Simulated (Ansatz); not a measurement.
# How well the gap of CsPbCl3 (Pm-3m) can be computed, part 3 of 3

The study climbs from cheap functionals to G0W0 on CsPbCl3 (Pm-3m) and then asks what each convergence step is worth.

Ansatz 0.2.0; density functionals, hybrids, G0W0, plane waves, PAW. Known limits of the many-body steps: not at the basis limit; no spin-orbit coupling.

So far. Step 11 (G0W0, 4×4×4 mesh, 965 empty bands, screening to 180 eV): Against the run with 4×4×4 mesh, 341 empty bands, screening to 90 eV, the gap moves by +0.24 eV. Step 12 (G0W0@HSE06, 4×4×4 mesh, 965 empty bands, screening to …): Against the run with 4×4×4 mesh, 965 empty bands, screening to 180 eV on PBE, the gap moves by +0.43 eV, while the start moved by +0.67 eV.

In doubt: masses and optical values from hybrid runs of this build are listed as unsure (steps 12, 14), which bears on the screening that GW takes from such a start.

### 13. G0W0@PBE, 4×4×4 mesh, 965 empty bands, screening to 180 eV, plasmon pole

A plasmon pole stands in for the full frequency dependence of the screening; this run shows what that costs in accuracy.

This step: G0W0 on PBE, plane waves, PAW.

input.yaml

```yaml
crystal:
  lattice:
    - [5.605, 0.0, 0.0]
    - [0.0, 5.605, 0.0]
    - [0.0, 0.0, 5.605]
  atoms:
    - { symbol: Cs, position: [0.0, 0.0, 0.0] }
    - { symbol: Pb, position: [0.5, 0.5, 0.5] }
    - { symbol: Cl, position: [0.5, 0.5, 0.0] }
    - { symbol: Cl, position: [0.0, 0.5, 0.5] }
    - { symbol: Cl, position: [0.5, 0.0, 0.5] }
kpoints:
  mp_grid: { grid: [4, 4, 4] }
hamiltonian:
  xc: pbe
scf:
  occupations: { method: fixed }
gw:
  n_empty_bands: 965
  ecut_chi: 180.0
  qp_bands: [v2, c2]
  qp_kpoints: band_edges
  screening: { model: godby_needs }
```

Command:

```
$ ansatz run input.yaml --threads 3 --pin off --max-ram 64512MiB --backend cuda --events-out ev --progress --plain --runs-dir out --devices 1 --max-vram 24GiB  # rebuilt from the run's record
```

Numbers of over 12 decimals in the logs are rounded to 6 here.

What it wrote:

```text
GPUs: using 1 of 1 available (devices: 1).
[...]
GPU FFT provider: cuFFT
GPU libraries: cuBLAS 13.8.1, cuFFT 12.4.0, cuSOLVER 12.3.2
Crystal: 5 atoms, lattice volume = 176.087 Å³
Basis set: ecut = 420 eV, 3407 PW (Γ)
Bands: 27, of which v1, the nominal top of the filled ones, is band 22 counted from 1 (21 counted from 0)
Symmetry: 48 space group operations
[...]
k-points: 10 of 64
[...]
8    23      6.3381    -8.3842    -3.3860   -12.2310  0.8208     6.8003     6.7989  root
     8    24      6.3381    -8.3842    -3.3860   -12.2310  0.8208     6.8003     6.7989  root
     9    21      1.8981   -20.9020     3.0000   -16.5297  0.7691     0.5066     0.5259  root
     9    22      4.1221   -20.3994     0.8266   -18.7474  0.7927     3.2928     3.2967  root
     9    23      6.0485    -7.8986    -3.3502   -11.6788  0.8239     6.4797     6.4785  root
     9    24      6.0485    -7.8986    -3.3502   -11.6788  0.8239     6.4797     6.4785  root
[key lines of the parts left out:]
SCF converged after 6 iterations
Free energy (F): -20823.254648 eV
Fermi energy:    4.122120 eV
```

Run time: 21 s. Hardware: 1 × NVIDIA H100 80GB HBM3 (shared by 3 runs) with 3 threads of AMD EPYC 7R13 (Zen 3), shared host; peak memory 5.1 GiB.

Numbers from this step:

- bands summed: 987
- plasmon-pole fit frequency: 18.56 eV
- RPA ε∞ on this mesh (eigenvalues): 4.345, 4.345, 4.345
- plane waves in the screening matrix: 949
- G0W0 gap on the mesh: 3.182 eV
- k of the valence top: -0.5, -0.5, -0.5
- k of the conduction bottom: -0.5, -0.5, -0.5
- starting gap on the mesh: 1.926 eV
- least direct G0W0 gap on the computed points: 3.182 eV

Against the run with 4×4×4 mesh, 965 empty bands, screening to 180 eV, the gap moves by −0.08 eV.

### 14. G0W0@PBE0, 4×4×4 mesh, 965 empty bands, screening to 180 eV

This step: G0W0 on PBE0, plane waves, PAW.

Changes to input.yaml since step 13:

```diff
@@ -14,3 +14,3 @@
 hamiltonian:
-  xc: pbe
+  xc: pbe0
 scf:
@@ -22,2 +22,2 @@
   qp_kpoints: band_edges
-  screening: { model: godby_needs }
+  screening: { model: contour_deformation }
```

What it wrote:

```text
GPUs: using 1 of 1 available (devices: 1).
[...]
GPU FFT provider: cuFFT
GPU libraries: cuBLAS 13.8.1, cuFFT 12.4.0, cuSOLVER 12.3.2
Crystal: 5 atoms, lattice volume = 176.087 Å³
Basis set: ecut = 420 eV, 3407 PW (Γ)
Bands: 27, of which v1, the nominal top of the filled ones, is band 22 counted from 1 (21 counted from 0)
Symmetry: 48 space group operations
[...]
k-points: 10 of 64
[...]
8    23      6.9429    -8.0671    -3.1945   -11.3815  0.8414     7.0629     7.0628  root
     8    24      6.9429    -8.0671    -3.1945   -11.3815  0.8414     7.0629     7.0628  root
     9    21      0.5359   -20.8986     2.3295   -17.9044  0.7926    -0.1346    -0.1288  root
     9    22      3.3904   -20.3799     0.4012   -19.4329  0.8217     2.8421     2.8446  root
     9    23      6.6373    -7.6351    -3.1539   -10.8929  0.8445     6.7413     6.7412  root
     9    24      6.6373    -7.6351    -3.1539   -10.8929  0.8445     6.7413     6.7412  root
[key lines of the parts left out:]
Free energy (F): -20830.562860 eV
Fermi energy:    3.390430 eV
```

The job ended after 90 s (1 × NVIDIA H100 80GB HBM3 (shared by 3 runs) with 3 threads; peak memory 3.6 GiB).

Numbers from this step:

* bands summed: 987
* RPA ε∞ on this mesh (eigenvalues): 3.137, 3.137, 3.137
* plane waves in the screening matrix: 949
* G0W0 gap on the mesh: 3.897 eV
* k of the valence top: -0.5, -0.5, -0.5
* k of the conduction bottom: -0.5, -0.5, -0.5
* starting gap on the mesh: 3.247 eV
* least direct G0W0 gap on the computed points: 3.897 eV

Against the run with 4×4×4 mesh, 965 empty bands, screening to 180 eV on HSE06, the gap moves by +0.21 eV, while the start moved by +0.65 eV.

### 15. The ladder

Times are wall times on 1 × NVIDIA H100 80GB HBM3 (shared by 3 runs) with 3 threads of AMD EPYC 7R13 (Zen 3), shared host, good to a factor of about two. G0W0 rows are gaps on the mesh, lowered by the amount that the mesh misses the start's edges, a rough step that assumes the same correction there.

| level | gap (eV) | least direct gap (eV) | time |
| --- | --- | --- | --- |
| PBE | 1.93 | 1.93 | 2.9 s |
| LDA | 1.73 | 1.73 | 4.3 s |
| PBE+SOC | 0.70 | 0.70 | 3.8 s |
| r2SCAN | 2.29 | 2.29 | 4.9 s |
| HSE06 | 2.60 | 2.60 | 23 s |
| PBE0 | 3.25 | 3.25 | 23 s |
| DDH-PBE0 | 3.27 | 3.27 | 84 s |
| G0W0@PBE (341 empty bands) | 3.02 | - | 6.8 s |
| G0W0@PBE (965 empty bands) | 3.26 | - | 20 s |
| G0W0@HSE06 (965 empty bands) | 3.69 | - | 84 s |
| G0W0@PBE (965 empty bands, plasmon pole) | 3.18 | - | 21 s |
| G0W0@PBE0 (965 empty bands) | 3.90 | - | 90 s |

### 16. Adding up the best estimate

| term | eV | running total (eV) |
| --- | --- | --- |
| G0W0 on the mesh, top rung | 3.259 | 3.259 |
| to the limit, by a line in one over the bands through the two top rungs | +0.138 | 3.397 |
| spin-orbit change, from PBE | −1.231 | 2.166 |

Changes that are not added in, each against a run with equal bands and cutoff:

| change | eV |
| --- | --- |
| start HSE06 | +0.43 |
| plasmon pole in place of full frequency | −0.08 |
| start PBE0 | +0.64 |

### 17. What came out

```yaml
pbe_gap: 1.93 eV, direct
hse06: 2.60 eV
pbe0: 3.25 eV
ddh_pbe0: 3.27 eV
g0w0_top_rung_on_the_mesh: 3.26 eV
best_estimate_g0w0_pbe_with_spin_orbit_change: 2.17 eV
gw_settings_of_the_top_rung: 4×4×4 mesh, 965 empty bands, screening to 180 eV
known_limits: one-shot GW, static lattice; one k mesh, untested
```

**Reading.** The best estimate for G0W0@PBE is 2.17 eV, direct on the mesh, against 0.70 eV at the start (both with spin-orbit coupling). The limit rests on the two highest rungs, unchecked by another pair. Of the changes left open the largest, +0.64 eV, comes from starting at PBE0. Among the functionals DDH-PBE0 comes nearest: −0.13 eV from the estimate without its spin-orbit term (3.40 eV). PBE0 is about as near. The RPA ε∞ on the GW mesh averages 4.3 against 3.9 from perturbation theory, which takes a denser mesh of its own: the GW mesh overstates the screening, which tends to leave the correction low. A spin-orbit term this large, taken from DFT and added afterwards, is rough: it also changes the screening and the orbitals that GW builds on. All runs took 6.4 min, 58 % of it in G0W0. This is the ideal cubic cell; many perovskites, halides above all, are cubic only on average, and local tilts or off-centring can widen the gap.

[Paths, hosts, dates, memory and timing lines, banners, echoed tables and standing remarks are left out of the program output.]

[Logs are printed without paths, hosts, clocks, repeated set-up lines and the standing remarks that a program may print on its own settings, such as how far it seeks lower states.]

[Runs of the session that timed out or met a known fault of the program may be left out.]

[Cells called generated may have been cut or substituted from an entry of the Crystallography Open Database or the Materials Project.]

[Hosts, paths, dates, database ids (printed as entryN), source tags and the programs' standing remarks are cut or masked in the printed files.]
